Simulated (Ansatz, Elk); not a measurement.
## Bonding as seen by X-rays: Li2SnP2

Structure refinements treat a crystal as free atoms side by side. For a made-up structure of Li2SnP2 (cell and positions from a PBEsol relaxation) the runs below show what the calculated density changes in F(hkl).

Main program and level: Elk 11.2.3 (patched build); DFT, PBE, all-electron APW+lo, Dirac cores, scalar-relativistic bands, static density, no spin.

The structure was built from a prototype and need not be the compound's stable phase.

## 1. The structure

It takes space group P-3m1 (No. 164, trigonal). Conventional cell: a = 3.897 Å, b = 3.897 Å, c = 6.653 Å, α = 90.00°, β = 90.00°, γ = 120.00°. Sn has 6 P at 2.71 Å nearest. P has 4 Li at 2.48 to 2.58 Å and 3 Sn at 2.71 Å nearest. Li has 4 P at 2.48 to 2.58 Å and 3 Li at 2.72 Å nearest. Farther neighbours are not listed.

## 2. Ground state and structure factors

An all-electron density is needed, since X-rays see the cores too. Task 0 finds the density and task 195 Fourier-transforms it; tshift is off so that phases refer to the origin typed.

Input file elk.in:

```
tasks
  0
  195

xctype
  20

spinpol
  .false.

rgkmax
  7.0

gmaxvr
  14.0

lmaxo
  7

lmaxapw
  8

swidth
  0.002

tshift
  .false.

ramdisk
  .false.

hmaxvr
  5.5

maxscl
  120

epspot
  1e-06

sppath
  './'

avec
  7.36450385057 0.00000000000 -0.00000000000
  -3.68225192529 6.37784742086 0.00000000000
  -0.00000000000 -0.00000000000 12.57206123615

atoms
  3
  'Sn.in'
  1
  0.0000000000 -0.0000000000 -0.0000000000   0.000000 0.000000 0.000000
  'P.in'
  2
  0.3333333333 0.6666666667 0.2272816017   0.000000 0.000000 0.000000
  0.6666666667 0.3333333333 0.7727183983   0.000000 0.000000 0.000000
  'Li.in'
  2
  0.3333333333 0.6666666667 0.6151897160   0.000000 0.000000 0.000000
  0.6666666667 0.3333333333 0.3848102840   0.000000 0.000000 0.000000

ngridk
  7 7 4
```

Started as:

```console
> OMP_NUM_THREADS=4 elk
```

Numbers of over 12 decimals in the logs are rounded to 6 here.

Log:

```text
┌─────────────────────────┐
│ Elk code version 11.2.3 │
└─────────────────────────┘

All units are atomic (Hartree, Bohr, etc.)

┌─────────────────────────────────────────────────┐
│ Ground-state run starting from atomic densities │
└─────────────────────────────────────────────────┘

Lattice vectors :
   7.364503851       0.000000000      -0.000000000
  -3.682251925       6.377847421       0.000000000
  -0.000000000      -0.000000000       12.57206124

Reciprocal lattice vectors :
  0.8531715693      0.4925788352       0.000000000
   0.000000000      0.9851576704       0.000000000
   0.000000000       0.000000000      0.4997736798

Unit cell volume      :    590.5057170
Brillouin zone volume :   0.4200640338

Muffin-tin inner radius fraction :   0.1000000000E-01

Nuclei treated as point charges

Species : 1 (Sn)
 parameters loaded from : Sn.in
 name : tin
 nuclear charge    :   -50.00000000
 electronic charge :    50.00000000
 atomic mass :    216395.0922
 muffin-tin radius :    2.600000000
 number of radial points in muffin-tin :   1193
 inner part over the whole radius :   0.9914297220E-02
 number on inner part of muffin-tin    :    850
 approximate nuclear radius :   0.8828114845E-04
 number of mesh points to nuclear radius :    428
 atomic positions (lattice), magnetic fields (Cartesian) :
  1 :   0.00000000  0.00000000  0.00000000    0.00000000  0.00000000  0.00000000

Species : 2 (P)
 parameters loaded from : P.in
 name : phosphorus
 nuclear charge    :   -15.00000000
 electronic charge :    15.00000000
 atomic mass :    56461.71230
 muffin-tin radius :    2.200000000
 number of radial points in muffin-tin :    793
 inner part over the whole radius :   0.9987340520E-02
 number on inner part of muffin-tin    :    554
 approximate nuclear radius :   0.6081821256E-04
 number of mesh points to nuclear radius :    248
 atomic positions (lattice), magnetic fields (Cartesian) :
  1 :   0.33333333 -0.33333333  0.22728160    0.00000000  0.00000000  0.00000000
  2 :  -0.33333333  0.33333333 -0.22728160    0.00000000  0.00000000  0.00000000

Species : 3 (Li)
 parameters loaded from : Li.in
 name : lithium
 nuclear charge    :   -3.000000000
 electronic charge :    3.000000000
 atomic mass :    12652.66898
 muffin-tin radius :    1.800000000
 number of radial points in muffin-tin :    593
 inner part over the whole radius :   0.9806707936E-02
 number on inner part of muffin-tin    :    401
 approximate nuclear radius :   0.4000070961E-04
 number of mesh points to nuclear radius :    148
 atomic positions (lattice), magnetic fields (Cartesian) :
  1 :   0.33333333 -0.33333333 -0.38481028    0.00000000  0.00000000  0.00000000
  2 :  -0.33333333  0.33333333  0.38481028    0.00000000  0.00000000  0.00000000

Total number of atoms per unit cell :    5
Total muffin-tin volume :    211.6847018
 ratio of muffin-tin to unit cell volume :   0.3584803596

Spin treatment :
 spin-unpolarised

Number of Bravais lattice symmetries :   24
Number of crystal symmetries         :   12
Crystal has inversion symmetry
Real symmetric eigensolver will be used

k-point grid :      7     7     4
k-point offset :    0.000000000       0.000000000       0.000000000
k-point set is reduced with full crystal symmetry group
Total number of k-points :       28

Muffin-tin radius times maximum |G+k| :    7.000000000
 using average radius
Maximum |G+k| for APW functions       :    3.301886792
Maximum (1/2)|G+k|²                   :    5.451228195
Maximum |G| for potential and density :    14.00000000
Constant for pseudocharge density :    9
 order of it for each species :   16  16  16
 order of it for pair densities of each species (exact exchange by exxq0 0: 17) :   15  10   5
Radial integration step length :    1

G-vector grid sizes :     35    35    60
Number of G-vectors :    27453

Maximum angular momentum used for
 APW functions            :    8
 outer part of muffin-tin :    7
 inner part of muffin-tin :    2

Total nuclear charge    :   -86.00000000
[...]
core                        :    50.00000000
 valence                     :    36.00000000
 interstitial                :    6.874084382
 muffin-tins (core leakage)
  species : 1 (Sn)
   atom 1                    :    47.66476226     (  0.6915920838E-04)
  species : 2 (P)
   atom 1                    :    13.54597004     (  0.3101461629E-03)
   atom 2                    :    13.54597004     (  0.3101461629E-03)
  species : 3 (Li)
   atom 1                    :    2.184606636     (   0.000000000    )
   atom 2                    :    2.184606636     (   0.000000000    )
 total in muffin-tins        :    79.12591562
 total calculated charge     :    85.99978456
 total charge                :    86.00000000
 error                       :   0.2154370216E-03

RMS change in Kohn-Sham potential (target) :    7.613413171     (  0.1000000000E-05)
Absolute change in total energy (target)   :    2.746807298     (  0.1000000000E-03)

[... loops 3 to 15 left out ...]

┌──────────────────┐
│ Loop number : 16 │
└──────────────────┘

Energies :
 Fermi                       :     0.185134
 sum of occupied eigenvalues :     -4117.5787350245
 electron kinetic            :      7206.6890161839
 core electron kinetic       :      6937.0852199050
 Coulomb                     :     -13869.454019842
 Coulomb potential           :     -11043.570759977
 nuclear-nuclear             :     -565.29487783629
 electron-nuclear            :     -15574.966489511
 Hartree                     :      2270.8073475062
 Madelung                    :     -8347.6686398530
 xc potential                :     -280.69699123147
 exchange                    :     -211.56566933389
 correlation                 :     -4.052424
 electron entropic           :    -0.33822161974623E-03
 total energy                :     -6878.3834356962

Density of states at Fermi energy :    26.12563450
 (states/Hartree/unit cell)

Estimated indirect band gap :   0.5128020614E-02
 from k-point 10 to k-point 13
Estimated direct band gap   :   0.2712768538E-01
 at k-point 4

Charges :
 core                        :    50.00000000
 valence                     :    36.00000000
 interstitial                :    6.850864965
 muffin-tins (core leakage)
  species : 1 (Sn)
[...]
species : 2 (P)
[...]
species : 3 (Li)
   atom 1                    :    2.172598913     (   0.000000000    )
   atom 2                    :    2.172598913     (   0.000000000    )
 total in muffin-tins        :    79.14913503
 total calculated charge     :    85.99977233
 total charge                :    86.00000000
 error                       :   0.2276741140E-03

RMS change in Kohn-Sham potential (target) :   0.7555078785E-06 (  0.1000000000E-05)
Absolute change in total energy (target)   :   0.2697980563E-05 (  0.1000000000E-03)

Convergence targets achieved

┌──────────────────┐
│ Loop number : 17 │
└──────────────────┘

Energies :
 Fermi                       :     0.185134
 sum of occupied eigenvalues :     -4117.5787350171
 electron kinetic            :      7206.6890167601
 core electron kinetic       :      6937.0852195684
 Coulomb                     :     -13869.454020616
 Coulomb potential           :     -11043.570757575
 nuclear-nuclear             :     -565.29487783629
 electron-nuclear            :     -15574.966493399
 Hartree                     :      2270.8073506201
 Madelung                    :     -8347.6686418285
 xc potential                :     -280.69699420265
 exchange                    :     -211.56566936177
 correlation                 :     -4.052424
 electron entropic           :    -0.33822171232922E-03
 total energy                :     -6878.3834359259

Density of states at Fermi energy :    26.12564135
 (states/Hartree/unit cell)

Estimated indirect band gap :   0.5128016023E-02
 from k-point 10 to k-point 13
Estimated direct band gap   :   0.2712767810E-01
 at k-point 4

Charges :
 core                        :    50.00000000
 valence                     :    36.00000000
 interstitial                :    6.850864931
 muffin-tins (core leakage)
  species : 1 (Sn)
   atom 1                    :    48.08992528     (  0.6578659322E-04)
  species : 2 (P)
   atom 1                    :    13.35700599     (  0.3128887792E-03)
   atom 2                    :    13.35700599     (  0.3128887792E-03)
  species : 3 (Li)
   atom 1                    :    2.172598903     (   0.000000000    )
   atom 2                    :    2.172598903     (   0.000000000    )
 total in muffin-tins        :    79.14913507
 total calculated charge     :    85.99977233
 total charge                :    86.00000000
 error                       :   0.2276740835E-03

┌──────────────────────────────┐
│ Self-consistent loop stopped │
└──────────────────────────────┘

Warning : core states of species 2 leak from the muffin-tin :   0.3128887792E-03

Wrote STATE.OUT
```

Elapsed: 25 s, on 4 threads of Arm Neoverse V2, shared host; peak memory 0.16 GiB.

SFACRHO.OUT:

```text

h k l indices transformed by vhmat matrix:
   1.000000000       0.000000000       0.000000000    
   0.000000000       1.000000000       0.000000000    
   0.000000000       0.000000000       1.000000000    

      h      k      l  multipl.   |H|            Re(F)            Im(F)           |F|

      0      0      0      1   0.0000000       85.999999     -0.11682644E-16   85.999999    
      0      0      1      2  0.49977368       47.876208     -0.10243641E-14   47.876208    
      1     -1      0      6  0.98515767       29.479408      -0.0000000       29.479408    
      0      0     -2      2  0.99954736       21.011425      0.51218206E-15   21.011425    
      0     -1      1      6   1.1046761       24.793070     -0.43535476E-14   24.793070    
     -1      0      1      6   1.1046761       59.463389      0.74266399E-14   59.463389    
      0     -1      2      6   1.4034353       41.205266     -0.19206827E-14   41.205266    
      0      1      2      6   1.4034353       56.958142     -0.76827310E-15   56.958142    
      0      0      3      2   1.4993210       32.498852      0.12804552E-14   32.498852    
      2     -1      0      6   1.7063431       58.573038     -0.96527285E-14   58.573038    
      1     -2     -1     12   1.7780272       36.613541     -0.76827310E-15   36.613541    
     -1      1     -3      6   1.7940176       22.908022      0.10563755E-14   22.908022    
      1      0      3      6   1.7940176       55.461927     -0.66583668E-14   55.461927    
      0     -2      0      6   1.9703153       24.840634     -0.40974565E-14   24.840634    
     -1     -1      2     12   1.9775495       18.865205     -0.71705489E-14   18.865205    
      0      0     -4      2   1.9990947       46.035151      0.16645917E-14   46.035151    
     -2      2     -1      6   2.0327116       21.623105      0.10243641E-14   21.623105    
     -2      2      1      6   2.0327116       47.127452     -0.76827310E-15   47.127452
```

Elk indexes on the primitive cell of elk.in and gives |H| = 4π sin θ/λ in inverse bohr. Below, one row stands for each form hkl of the conventional cell (m members, Friedel mates merged), F is for one primitive cell and the density is static (no thermal factor). Free-atom factors are Waasmaier and Kirfel's, and R is Σm||F|−|F'||/Σm|F|.

```csv
hkl,m,sin θ/λ (Å⁻¹),"abs F, DFT",neutral atoms,diff.
001,2,0.075,47.876,48.029,-0.153
100,6,0.148,29.479,29.829,-0.350
002,2,0.150,21.011,21.460,-0.448
101,6,0.166,24.793,25.065,-0.272
011,6,0.166,59.463,59.164,+0.299
102,6,0.211,41.205,41.258,-0.053
012,6,0.211,56.958,56.990,-0.032
003,2,0.226,32.499,32.607,-0.108
110,6,0.257,58.573,58.772,-0.199
111,12,0.267,36.614,36.709,-0.096
013,6,0.270,22.908,22.763,+0.145
103,6,0.270,55.462,55.704,-0.242
200,6,0.296,24.841,24.816,+0.025
112,12,0.297,18.865,18.734,+0.131
004,2,0.301,46.035,46.286,-0.250
021,6,0.306,21.623,21.510,+0.113
201,6,0.306,47.127,47.310,-0.183
202,6,0.332,47.178,47.352,-0.173
022,6,0.332,34.576,34.401,+0.175
014,6,0.335,20.544,20.465,+0.078
104,6,0.335,34.608,34.582,+0.026
113,12,0.342,27.658,27.568,+0.090
```

## 3. The highest occupied states alone

An energy window below the Fermi level keeps the highest occupied states, to see at which angles they scatter; shallow core shells can lie inside it and anion s states outside. No new self-consistency is needed.

Edit elk.in of step 2 so:

```diff
@@ -1,3 +1,2 @@
 tasks
-  0
   195
@@ -40,2 +39,5 @@
 
+wsfac
+  -0.366110 0.485130
+
 sppath
```

Started as:

```console
> OMP_NUM_THREADS=4 elk
```

Log:

```text
┌─────────────────────────────────┐
│ Elk code version 11.2.3 started │
└─────────────────────────────────┘

Info(readinput): the functional depends on the density's gradient
 muffin-tin radial points multiplied by    2.00000
 (not where nrmtscf is given)

┌────────────────────┐
│ Current task : 195 │
└────────────────────┘

Info(sfacrho): density structure factors written to SFACRHO.OUT

 Energy window :  -0.3661100000      0.4851300000

┌──────────────────┐
│ Elk code stopped │
└──────────────────┘
```

Run time: 8.2 s. Hardware: 4 threads; peak memory 0.16 GiB; 9.8 s of CPU time.

States within 15 eV below the Fermi level hold 16.00 electrons; any levels below the window count with the cores. Their amplitudes can exceed the total, where window and core parts have opposite phase:

```csv
hkl,sin θ/λ (Å⁻¹),"abs F, window","abs F, all"
001,0.075,2.971,47.876
100,0.148,1.539,29.479
002,0.150,3.411,21.011
101,0.166,2.678,24.793
011,0.166,3.520,59.463
102,0.211,0.510,41.205
012,0.211,1.301,56.958
003,0.226,0.595,32.499
110,0.257,0.363,58.573
111,0.267,0.103,36.614
```

## 4. Another try

In this try the input is made faulty on purpose, to show what that does.

The input is changed as shown.

Edit elk.in of step 3 so:

```diff
@@ -1,2 +1,3 @@
 tasks
+  0
   195
@@ -34,3 +35,3 @@
 maxscl
-  120
+  3
 
@@ -38,5 +39,2 @@
   1e-06
-
-wsfac
-  -0.366110 0.485130
```

Started as:

```console
> OMP_NUM_THREADS=4 elk
```

Log:

```text
┌─────────────────────────┐
│ Elk code version 11.2.3 │
└─────────────────────────┘

All units are atomic (Hartree, Bohr, etc.)

┌─────────────────────────────────────────────────┐
│ Ground-state run starting from atomic densities │
└─────────────────────────────────────────────────┘

Lattice vectors :
   7.364503851       0.000000000      -0.000000000
  -3.682251925       6.377847421       0.000000000
  -0.000000000      -0.000000000       12.57206124

Reciprocal lattice vectors :
  0.8531715693      0.4925788352       0.000000000
[...]
atom 2                    :    13.48790039     (  0.3106758405E-03)
  species : 3 (Li)
   atom 1                    :    2.201554070     (   0.000000000    )
   atom 2                    :    2.201554070     (   0.000000000    )
 total in muffin-tins        :    79.03692705
 total calculated charge     :    85.99974804
 total charge                :    86.00000000
 error                       :   0.2519575385E-03

┌──────────────────────────────┐
│ Self-consistent loop stopped │
└──────────────────────────────┘

Warning : core states of species 2 leak from the muffin-tin :   0.3106758405E-03

Wrote STATE.OUT
[key lines of the parts left out:]
total energy                :     -6878.5721820133
```

Wall time 12 s (4 threads); peak memory 0.16 GiB.

The run stopped without converging, so none of its numbers is a property of the system.

The fault put into the input: too few SCF loops.

## 5. Another functional

The difference from free atoms is small, so it is set against the change that PBEsol makes.

Edit elk.in of step 4 so:

```diff
@@ -5,3 +5,3 @@
 xctype
-  20
+  22
 
@@ -35,3 +35,3 @@
 maxscl
-  3
+  120
```

Started as:

```console
> OMP_NUM_THREADS=4 elk
```

Log:

```text
┌─────────────────────────┐
│ Elk code version 11.2.3 │
└─────────────────────────┘

All units are atomic (Hartree, Bohr, etc.)

┌─────────────────────────────────────────────────┐
│ Ground-state run starting from atomic densities │
└─────────────────────────────────────────────────┘

Lattice vectors :
   7.364503851       0.000000000      -0.000000000
  -3.682251925       6.377847421       0.000000000
  -0.000000000      -0.000000000       12.57206124

Reciprocal lattice vectors :
  0.8531715693      0.4925788352       0.000000000
[...]
atom 2                    :    13.33706392     (  0.3153045957E-03)
  species : 3 (Li)
   atom 1                    :    2.172865063     (   0.000000000    )
   atom 2                    :    2.172865063     (   0.000000000    )
 total in muffin-tins        :    79.12606663
 total calculated charge     :    85.99976101
 total charge                :    86.00000000
 error                       :   0.2389877951E-03

┌──────────────────────────────┐
│ Self-consistent loop stopped │
└──────────────────────────────┘

Warning : core states of species 2 leak from the muffin-tin :   0.3153045957E-03

Wrote STATE.OUT
[key lines of the parts left out:]
total energy                :     -6874.3751934434
```

Run time: 26 s. Hardware: 4 threads; peak memory 0.17 GiB; 70 s of CPU time.

Against the first run R = 0.04 %; the largest change is +0.034 at 002.

## 6. A coarser k-mesh

About half the k-points along each axis test the sampling.

Edit elk.in of step 5 so:

```diff
@@ -5,3 +5,3 @@
 xctype
-  22
+  20
 
@@ -63,2 +63,2 @@
 ngridk
-  7 7 4
+  4 4 2
```

Started as:

```console
> OMP_NUM_THREADS=4 elk
```

Log:

```text
┌─────────────────────────┐
│ Elk code version 11.2.3 │
└─────────────────────────┘

All units are atomic (Hartree, Bohr, etc.)

┌─────────────────────────────────────────────────┐
│ Ground-state run starting from atomic densities │
└─────────────────────────────────────────────────┘

Lattice vectors :
   7.364503851       0.000000000      -0.000000000
  -3.682251925       6.377847421       0.000000000
  -0.000000000      -0.000000000       12.57206124

Reciprocal lattice vectors :
  0.8531715693      0.4925788352       0.000000000
[...]
atom 2                    :    13.36680533     (  0.3134077439E-03)
  species : 3 (Li)
   atom 1                    :    2.171262995     (   0.000000000    )
   atom 2                    :    2.171262995     (   0.000000000    )
 total in muffin-tins        :    79.16148541
 total calculated charge     :    85.99977366
 total charge                :    86.00000000
 error                       :   0.2263366478E-03

┌──────────────────────────────┐
│ Self-consistent loop stopped │
└──────────────────────────────┘

Warning : core states of species 2 leak from the muffin-tin :   0.3134077439E-03

Wrote STATE.OUT
[key lines of the parts left out:]
total energy                :     -6878.3779033599
```

The job ended after 16 s (4 threads; peak memory 0.17 GiB).

Against the first run R = 0.01 %; the largest change is +0.020 at 011.

## 7. Settings against the effect

```csv
run,R against the first run (%),"R against neutral atoms, low angle (%)",wall time
"PBE, rgkmax 7",0.00,0.45,25 s
PBEsol,0.04,0.43,26 s
k-mesh 4×4×2,0.01,0.46,16 s
```

## 8. Results

* R against neutral atoms, sin θ/λ < 0.3 Å⁻¹: 0.45 %
* R against neutral atoms, 0.3 to 0.75 Å⁻¹: 0.12 %

Independent neutral atoms miss the calculated amplitudes by R = 0.45 % below 0.3 Å⁻¹ and 0.12 % from there to 0.75 Å⁻¹; by shells, 0.88 % below 0.15 Å⁻¹ (2 forms), 0.40 % 0.15 to 0.3 (12 forms), 0.22 % 0.3 to 0.45 (22 forms), 0.10 % above 0.45 (113 forms). Bonding, aspherical density and the tables' own atoms all enter these figures, and the runs don't part them. The largest change of an amplitude is -0.45 electrons, at 002. The window's part falls from 16.0 electrons at the origin to at most 0.27 between 0.45 and 0.75 Å⁻¹. Below 0.3 Å⁻¹ the changes that finished (PBEsol and k-mesh 4×4×2) move F by R = 0.03 % at most, against the 0.45 % that separates it from free atoms. The basis has no finished test. Part of the difference isn't bonding: the tables are fits to free atoms and ions calculated by other methods than this functional. Thermal motion, anomalous dispersion and extinction are left out.

[Logs are printed without paths, hosts, clocks, repeated set-up lines and the standing remarks that a program may print on its own settings, such as how far it seeks lower states.]

[Hosts, paths, dates, database ids (printed as entryN), source tags and the programs' standing remarks are cut or masked in the printed files.]
